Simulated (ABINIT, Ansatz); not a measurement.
# RbNbS3 (Pm-3m): zone-centre phonons, part 3 of 5

Which modes does RbNbS3 (Pm-3m) have at the zone centre?

ABINIT 10.8.3; DFT PBE, scalar-relativistic, plane waves, PseudoDojo norm-conserving pseudopotentials.

So far. Step 4 (Linear response at Γ): The acoustic modes at Γ come out as far as 2.0 cm⁻¹ from zero, where they should vanish, a small numerical error. The relaxed cell has a = 4.901 Å (conventional setting).

The structure was built from a prototype and need not be the compound's stable phase.

**5. Modes with the sum rule**

anaddb reads the merged derivatives and imposes the acoustic sum rule.

Contents of anaddb.abi:

```
ddb_filepath "gamma_DDB"
output_file "anaddb.abo"
outdata_prefix "anaddb"
asr 1
chneut 1
enunit 2
eivec 1
nph1l 1
qph1l 0.0 0.0 0.0 1.0
```

Contents of mrgddb.in:

```
gamma_DDB
merged
2
dfpt_gammao_DDB
gso_DDB
```

Launch:

```console
$ mrgddb < mrgddb.in > mrgddb.log
$ OMP_NUM_THREADS=1 anaddb anaddb.abi > anaddb.log
```

anaddb.abo, the main output file:

```text
-outvars_anaddb: echo values of input variables ----------------------

 Miscellaneous information :
      enunit         2
       eivec         1
         asr         1
 First list of wavevector (reduced coord.) :
       nph1l         1
       qph1l
                     0.00000000E+00  0.00000000E+00  0.00000000E+00    1.000E+00

================================================================================

 read the DDB information and perform some checks

  ==== Info on the Cryst% object ====
 Real(R)+Recip(G) space primitive vectors, cartesian coordinates (Bohr,Bohr^-1):
 R(1)=  9.2614447  0.0000000  0.0000000  G(1)=  0.1079745  0.0000000  0.0000000
 R(2)=  0.0000000  9.2614447  0.0000000  G(2)=  0.0000000  0.1079745  0.0000000
 R(3)=  0.0000000  0.0000000  9.2614447  G(3)=  0.0000000  0.0000000  0.1079745
 Unit cell volume ucvol=  7.9439446E+02 bohr^3
 Angles (23,13,12)=  9.00000000E+01  9.00000000E+01  9.00000000E+01 degrees
 Time-reversal symmetry is present
 Reduced atomic positions [iatom, xred, symbol]:
    1)    0.0000000  0.0000000  0.0000000  Rb
    2)    0.5000000  0.5000000  0.5000000  Nb
    3)    0.5000000  0.5000000  0.0000000   S
    4)    0.5000000  0.0000000  0.5000000   S
    5)    0.0000000  0.5000000  0.5000000   S

 DDB file with 3 blocks has been read.

================================================================================

 Treat the first list of vectors

  Phonon wavevector (reduced coordinates) :  0.00000  0.00000  0.00000
 Phonon energies in Hartree :
  -4.495993E-08 -4.490906E-08 -4.475612E-08  2.597785E-04  2.597785E-04
   2.597785E-04  4.728624E-04  4.728624E-04  4.728624E-04  6.840609E-04
   6.840609E-04  6.840609E-04  1.320245E-03  1.320245E-03  1.320245E-03
 Phonon energies in meV     :
- -1.223422E-03 -1.222038E-03 -1.217876E-03  7.068933E+00  7.068933E+00
-  7.068933E+00  1.286724E+01  1.286724E+01  1.286724E+01  1.861424E+01
-  1.861424E+01  1.861424E+01  3.592570E+01  3.592570E+01  3.592570E+01
 Phonon frequencies in cm-1    :
- -9.867565E-03 -9.856400E-03 -9.822833E-03  5.701479E+01  5.701479E+01
-  5.701479E+01  1.037813E+02  1.037813E+02  1.037813E+02  1.501340E+02
-  1.501340E+02  1.501340E+02  2.897603E+02  2.897603E+02  2.897603E+02
 Phonon frequencies in Thz     :
- -2.958222E-04 -2.954874E-04 -2.944811E-04  1.709260E+00  1.709260E+00
-  1.709260E+00  3.111285E+00  3.111285E+00  3.111285E+00  4.500904E+00
-  4.500904E+00  4.500904E+00  8.686796E+00  8.686796E+00  8.686796E+00
 Phonon energies in Kelvin  :
- -1.419722E-02 -1.418116E-02 -1.413286E-02  8.203156E+01  8.203156E+01
-  8.203156E+01  1.493181E+02  1.493181E+02  1.493181E+02  2.160093E+02
-  2.160093E+02  2.160093E+02  4.169004E+02  4.169004E+02  4.169004E+02

 Eigendisplacements
 (will be given, for each mode : in cartesian coordinates
   for each atom the real part of the displacement vector,
   then the imaginary part of the displacement vector - absolute values smaller than 1.0d-7 are set to zero)
  Mode number    1   Energy   -4.495993E-08
 Attention : low frequency mode.
   (Could be unstable or acoustic mode)
-  1  0.00000000E+00  0.00000000E+00 -1.41361734E-03
-     0.00000000E+00  0.00000000E+00  0.00000000E+00
-  2  0.00000000E+00  0.00000000E+00 -1.41319532E-03
-     0.00000000E+00  0.00000000E+00  0.00000000E+00
-  3  0.00000000E+00  0.00000000E+00 -1.41356046E-03
-     0.00000000E+00  0.00000000E+00  0.00000000E+00
-  4  0.00000000E+00  0.00000000E+00 -1.41369716E-03
-     0.00000000E+00  0.00000000E+00  0.00000000E+00
-  5  0.00000000E+00  0.00000000E+00 -1.41369716E-03
-     0.00000000E+00  0.00000000E+00  0.00000000E+00
  Mode number    2   Energy   -4.490906E-08
 Attention : low frequency mode.
   (Could be unstable or acoustic mode)
-  1  0.00000000E+00  1.41361734E-03  0.00000000E+00
-     0.00000000E+00  0.00000000E+00  0.00000000E+00
-  2  0.00000000E+00  1.41319532E-03  0.00000000E+00
-     0.00000000E+00  0.00000000E+00  0.00000000E+00
-  3  0.00000000E+00  1.41369716E-03  0.00000000E+00
-     0.00000000E+00  0.00000000E+00  0.00000000E+00
-  4  0.00000000E+00  1.41356046E-03  0.00000000E+00
-     0.00000000E+00  0.00000000E+00  0.00000000E+00
-  5  0.00000000E+00  1.41369716E-03  0.00000000E+00
-     0.00000000E+00  0.00000000E+00  0.00000000E+00
  Mode number    3   Energy   -4.475612E-08
 Attention : low frequency mode.
   (Could be unstable or acoustic mode)
-  1  1.41361734E-03  0.00000000E+00  0.00000000E+00
-     0.00000000E+00  0.00000000E+00  0.00000000E+00
-  2  1.41319532E-03  0.00000000E+00  0.00000000E+00
-     0.00000000E+00  0.00000000E+00  0.00000000E+00
-  3  1.41369716E-03  0.00000000E+00  0.00000000E+00
-     0.00000000E+00  0.00000000E+00  0.00000000E+00
-  4  1.41369716E-03  0.00000000E+00  0.00000000E+00
-     0.00000000E+00  0.00000000E+00  0.00000000E+00
-  5  1.41356046E-03  0.00000000E+00  0.00000000E+00
-     0.00000000E+00  0.00000000E+00  0.00000000E+00
  Mode number    4   Energy    2.597785E-04
-  1  0.00000000E+00  0.00000000E+00 -1.24521486E-03
-     0.00000000E+00  0.00000000E+00  0.00000000E+00
-  2  0.00000000E+00  0.00000000E+00  1.95273135E-03
-     0.00000000E+00  0.00000000E+00  0.00000000E+00
-  3  0.00000000E+00  0.00000000E+00 -5.12640473E-04
-     0.00000000E+00  0.00000000E+00  0.00000000E+00
-  4  0.00000000E+00  0.00000000E+00 -9.12185719E-04
-     0.00000000E+00  0.00000000E+00  0.00000000E+00
-  5  0.00000000E+00  0.00000000E+00 -9.12185719E-04
-     0.00000000E+00  0.00000000E+00  0.00000000E+00
  Mode number    5   Energy    2.597785E-04
-  1  0.00000000E+00 -1.24521486E-03  0.00000000E+00
-     0.00000000E+00  0.00000000E+00  0.00000000E+00
-  2  0.00000000E+00  1.95273135E-03  0.00000000E+00
-     0.00000000E+00  0.00000000E+00  0.00000000E+00
-  3  0.00000000E+00 -9.12185719E-04  0.00000000E+00
-     0.00000000E+00  0.00000000E+00  0.00000000E+00
-  4  0.00000000E+00 -5.12640473E-04  0.00000000E+00
-     0.00000000E+00  0.00000000E+00  0.00000000E+00
-  5  0.00000000E+00 -9.12185719E-04  0.00000000E+00
-     0.00000000E+00  0.00000000E+00  0.00000000E+00
  Mode number    6   Energy    2.597785E-04
-  1  1.24521486E-03  0.00000000E+00  0.00000000E+00
-     0.00000000E+00  0.00000000E+00  0.00000000E+00
-  2 -1.95273135E-03  0.00000000E+00  0.00000000E+00
-     0.00000000E+00  0.00000000E+00  0.00000000E+00
-  3  9.12185719E-04  0.00000000E+00  0.00000000E+00
-     0.00000000E+00  0.00000000E+00  0.00000000E+00
-  4  9.12185719E-04  0.00000000E+00  0.00000000E+00
-     0.00000000E+00  0.00000000E+00  0.00000000E+00
-  5  5.12640473E-04  0.00000000E+00  0.00000000E+00
-     0.00000000E+00  0.00000000E+00  0.00000000E+00
  Mode number    7   Energy    4.728624E-04
-  1  0.00000000E+00  0.00000000E+00  1.69282515E-03
-     0.00000000E+00  0.00000000E+00  0.00000000E+00
-  2  0.00000000E+00  0.00000000E+00  2.62283535E-04
-     0.00000000E+00  0.00000000E+00  0.00000000E+00
-  3  0.00000000E+00  0.00000000E+00 -1.68733745E-03
-     0.00000000E+00  0.00000000E+00  0.00000000E+00
-  4  0.00000000E+00  0.00000000E+00 -1.79211789E-03
-     0.00000000E+00  0.00000000E+00  0.00000000E+00
-  5  0.00000000E+00  0.00000000E+00 -1.79211789E-03
-     0.00000000E+00  0.00000000E+00  0.00000000E+00
  Mode number    8   Energy    4.728624E-04
-  1  0.00000000E+00  1.69282515E-03  0.00000000E+00
-     0.00000000E+00  0.00000000E+00  0.00000000E+00
-  2  0.00000000E+00  2.62283535E-04  0.00000000E+00
-     0.00000000E+00  0.00000000E+00  0.00000000E+00
-  3  0.00000000E+00 -1.79211789E-03  0.00000000E+00
-     0.00000000E+00  0.00000000E+00  0.00000000E+00
-  4  0.00000000E+00 -1.68733745E-03  0.00000000E+00
-     0.00000000E+00  0.00000000E+00  0.00000000E+00
-  5  0.00000000E+00 -1.79211789E-03  0.00000000E+00
-     0.00000000E+00  0.00000000E+00  0.00000000E+00
  Mode number    9   Energy    4.728624E-04
-  1  1.69282515E-03  0.00000000E+00  0.00000000E+00
-     0.00000000E+00  0.00000000E+00  0.00000000E+00
-  2  2.62283535E-04  0.00000000E+00  0.00000000E+00
-     0.00000000E+00  0.00000000E+00  0.00000000E+00
-  3 -1.79211789E-03  0.00000000E+00  0.00000000E+00
-     0.00000000E+00  0.00000000E+00  0.00000000E+00
-  4 -1.79211789E-03  0.00000000E+00  0.00000000E+00
-     0.00000000E+00  0.00000000E+00  0.00000000E+00
-  5 -1.68733745E-03  0.00000000E+00  0.00000000E+00
-     0.00000000E+00  0.00000000E+00  0.00000000E+00
  Mode number   10   Energy    6.840609E-04
-  1  0.00000000E+00  0.00000000E+00  0.00000000E+00
-     0.00000000E+00  0.00000000E+00  0.00000000E+00
-  2  0.00000000E+00  0.00000000E+00  0.00000000E+00
-     0.00000000E+00  0.00000000E+00  0.00000000E+00
-  3  0.00000000E+00  0.00000000E+00  0.00000000E+00
-     0.00000000E+00  0.00000000E+00  0.00000000E+00
-  4  0.00000000E+00  0.00000000E+00 -2.92470830E-03
-     0.00000000E+00  0.00000000E+00  0.00000000E+00
-  5  0.00000000E+00  0.00000000E+00  2.92470830E-03
-     0.00000000E+00  0.00000000E+00  0.00000000E+00
  Mode number   11   Energy    6.840609E-04
-  1  0.00000000E+00  0.00000000E+00  0.00000000E+00
-     0.00000000E+00  0.00000000E+00  0.00000000E+00
-  2  0.00000000E+00  0.00000000E+00  0.00000000E+00
-     0.00000000E+00  0.00000000E+00  0.00000000E+00
-  3  0.00000000E+00  2.92470830E-03  0.00000000E+00
-     0.00000000E+00  0.00000000E+00  0.00000000E+00
-  4  0.00000000E+00  0.00000000E+00  0.00000000E+00
-     0.00000000E+00  0.00000000E+00  0.00000000E+00
-  5  0.00000000E+00 -2.92470830E-03  0.00000000E+00
-     0.00000000E+00  0.00000000E+00  0.00000000E+00
  Mode number   12   Energy    6.840609E-04
-  1  0.00000000E+00  0.00000000E+00  0.00000000E+00
-     0.00000000E+00  0.00000000E+00  0.00000000E+00
-  2  0.00000000E+00  0.00000000E+00  0.00000000E+00
-     0.00000000E+00  0.00000000E+00  0.00000000E+00
-  3  2.92470830E-03  0.00000000E+00  0.00000000E+00
-     0.00000000E+00  0.00000000E+00  0.00000000E+00
-  4 -2.92470830E-03  0.00000000E+00  0.00000000E+00
-     0.00000000E+00  0.00000000E+00  0.00000000E+00
-  5  0.00000000E+00  0.00000000E+00  0.00000000E+00
-     0.00000000E+00  0.00000000E+00  0.00000000E+00
  Mode number   13   Energy    1.320245E-03
-  1  0.00000000E+00  0.00000000E+00  6.34473922E-05
-     0.00000000E+00  0.00000000E+00  0.00000000E+00
-  2  0.00000000E+00  0.00000000E+00 -1.59935332E-04
-     0.00000000E+00  0.00000000E+00  0.00000000E+00
-  3  0.00000000E+00  0.00000000E+00  3.46406930E-03
-     0.00000000E+00  0.00000000E+00  0.00000000E+00
-  4  0.00000000E+00  0.00000000E+00 -1.58480587E-03
-     0.00000000E+00  0.00000000E+00  0.00000000E+00
-  5  0.00000000E+00  0.00000000E+00 -1.58480587E-03
-     0.00000000E+00  0.00000000E+00  0.00000000E+00
  Mode number   14   Energy    1.320245E-03
-  1  0.00000000E+00 -6.34473922E-05  0.00000000E+00
-     0.00000000E+00  0.00000000E+00  0.00000000E+00
-  2  0.00000000E+00  1.59935332E-04  0.00000000E+00
-     0.00000000E+00  0.00000000E+00  0.00000000E+00
-  3  0.00000000E+00  1.58480587E-03  0.00000000E+00
-     0.00000000E+00  0.00000000E+00  0.00000000E+00
-  4  0.00000000E+00 -3.46406930E-03  0.00000000E+00
-     0.00000000E+00  0.00000000E+00  0.00000000E+00
-  5  0.00000000E+00  1.58480587E-03  0.00000000E+00
-     0.00000000E+00  0.00000000E+00  0.00000000E+00
  Mode number   15   Energy    1.320245E-03
-  1  6.34473922E-05  0.00000000E+00  0.00000000E+00
-     0.00000000E+00  0.00000000E+00  0.00000000E+00
-  2 -1.59935332E-04  0.00000000E+00  0.00000000E+00
-     0.00000000E+00  0.00000000E+00  0.00000000E+00
-  3 -1.58480587E-03  0.00000000E+00  0.00000000E+00
-     0.00000000E+00  0.00000000E+00  0.00000000E+00
-  4 -1.58480587E-03  0.00000000E+00  0.00000000E+00
-     0.00000000E+00  0.00000000E+00  0.00000000E+00
-  5  3.46406930E-03  0.00000000E+00  0.00000000E+00
-     0.00000000E+00  0.00000000E+00  0.00000000E+00

 Analysis of degeneracies and characters (maximum tolerance=1.00E-06 a.u.)
 For each vibration mode, or group of modes if degenerate,
 the characters are given for each symmetry operation (see the list in the log file).
 Symmetry characters of vibration mode #   1
       degenerate with vibration modes #   2 to    3
  3.0 -3.0 -1.0  1.0 -1.0  1.0 -1.0  1.0  1.0 -1.0 -1.0  1.0  1.0 -1.0 -1.0  1.0
  0.0 -0.0 -0.0  0.0 -0.0  0.0  0.0 -0.0  1.0 -1.0 -1.0  1.0 -1.0  1.0  1.0 -1.0
  0.0 -0.0 -0.0  0.0  0.0 -0.0 -0.0  0.0  1.0 -1.0  1.0 -1.0 -1.0  1.0 -1.0  1.0
 Symmetry characters of vibration mode #   4
       degenerate with vibration modes #   5 to    6
  3.0 -3.0 -1.0  1.0 -1.0  1.0 -1.0  1.0  1.0 -1.0 -1.0  1.0  1.0 -1.0 -1.0  1.0
 -0.0  0.0 -0.0  0.0  0.0 -0.0  0.0 -0.0  1.0 -1.0 -1.0  1.0 -1.0  1.0  1.0 -1.0
 -0.0  0.0  0.0 -0.0  0.0 -0.0 -0.0  0.0  1.0 -1.0  1.0 -1.0 -1.0  1.0 -1.0  1.0
 Symmetry characters of vibration mode #   7
       degenerate with vibration modes #   8 to    9
  3.0 -3.0 -1.0  1.0 -1.0  1.0 -1.0  1.0  1.0 -1.0 -1.0  1.0  1.0 -1.0 -1.0  1.0
 -0.0  0.0 -0.0  0.0  0.0 -0.0  0.0 -0.0  1.0 -1.0 -1.0  1.0 -1.0  1.0  1.0 -1.0
 -0.0  0.0  0.0 -0.0  0.0 -0.0 -0.0  0.0  1.0 -1.0  1.0 -1.0 -1.0  1.0 -1.0  1.0
 Symmetry characters of vibration mode #  10
       degenerate with vibration modes #  11 to   12
  3.0 -3.0 -1.0  1.0 -1.0  1.0 -1.0  1.0 -1.0  1.0  1.0 -1.0 -1.0  1.0  1.0 -1.0
  0.0 -0.0  0.0 -0.0 -0.0  0.0 -0.0  0.0 -1.0  1.0  1.0 -1.0  1.0 -1.0 -1.0  1.0
  0.0 -0.0 -0.0  0.0 -0.0  0.0  0.0 -0.0 -1.0  1.0 -1.0  1.0  1.0 -1.0  1.0 -1.0
 Symmetry characters of vibration mode #  13
       degenerate with vibration modes #  14 to   15
  3.0 -3.0 -1.0  1.0 -1.0  1.0 -1.0  1.0  1.0 -1.0 -1.0  1.0  1.0 -1.0 -1.0  1.0
 -0.0  0.0 -0.0  0.0  0.0 -0.0  0.0 -0.0  1.0 -1.0 -1.0  1.0 -1.0  1.0  1.0 -1.0
 -0.0  0.0  0.0 -0.0  0.0 -0.0 -0.0  0.0  1.0 -1.0  1.0 -1.0 -1.0  1.0 -1.0  1.0
-
```

Wall time 0.74 s (1 thread of Intel Xeon at 2.70GHz, shared host).

Read from the output:

* highest optical zone-centre mode (no LO-TO term): 289.8 cm⁻¹
* lowest optical zone-centre mode: 57.01 cm⁻¹

No LO-TO term; unit eigenvectors of the mass-weighted matrix, from anaddb's displacements. Modes at Γ, with each element's share of the kinetic energy:

```tsv
mode	frequency (cm⁻¹)	symmetry	Rb %	Nb %	S %
1	0.0	acoustic	31	34	35
2	0.0	acoustic	31	34	35
3	0.0	acoustic	31	34	35
4	57.0	T1u	24	65	11
5	57.0	T1u	24	65	11
6	57.0	T1u	24	65	11
7	103.8	T1u	45	1	54
8	103.8	T1u	45	1	54
9	103.8	T1u	45	1	54
10	150.1	T2u	0	0	100
11	150.1	T2u	0	0	100
12	150.1	T2u	0	0	100
13	289.8	T1u	0	0	100
14	289.8	T1u	0	0	100
15	289.8	T1u	0	0	100
```

Displacements in mode 4 (57.0 cm⁻¹), the largest set to 1:
```
Rb1  0.00  0.00 -0.64
Nb2  0.00  0.00  1.00
S3   0.00  0.00 -0.26
S4   0.00  0.00 -0.47
S5   0.00  0.00 -0.47
```

Displacements in mode 7 (103.8 cm⁻¹), the largest set to 1:
```
Rb1  0.00  0.00  0.94
Nb2  0.00  0.00  0.15
S3   0.00  0.00 -0.94
S4   0.00  0.00 -1.00
S5   0.00  0.00 -1.00
```

The rule moves no optical mode by more than 0.2 cm⁻¹.

(Part 3 of 5 ends here.)

[Host names and launcher messages were left out of these logs when they were recorded.]

[Logs are printed without paths, hosts, clocks, repeated set-up lines and the standing remarks that a program may print on its own settings, such as how far it seeks lower states.]

[Hosts, paths, dates, database ids (printed as entryN), source tags and the programs' standing remarks are cut or masked in the printed files.]
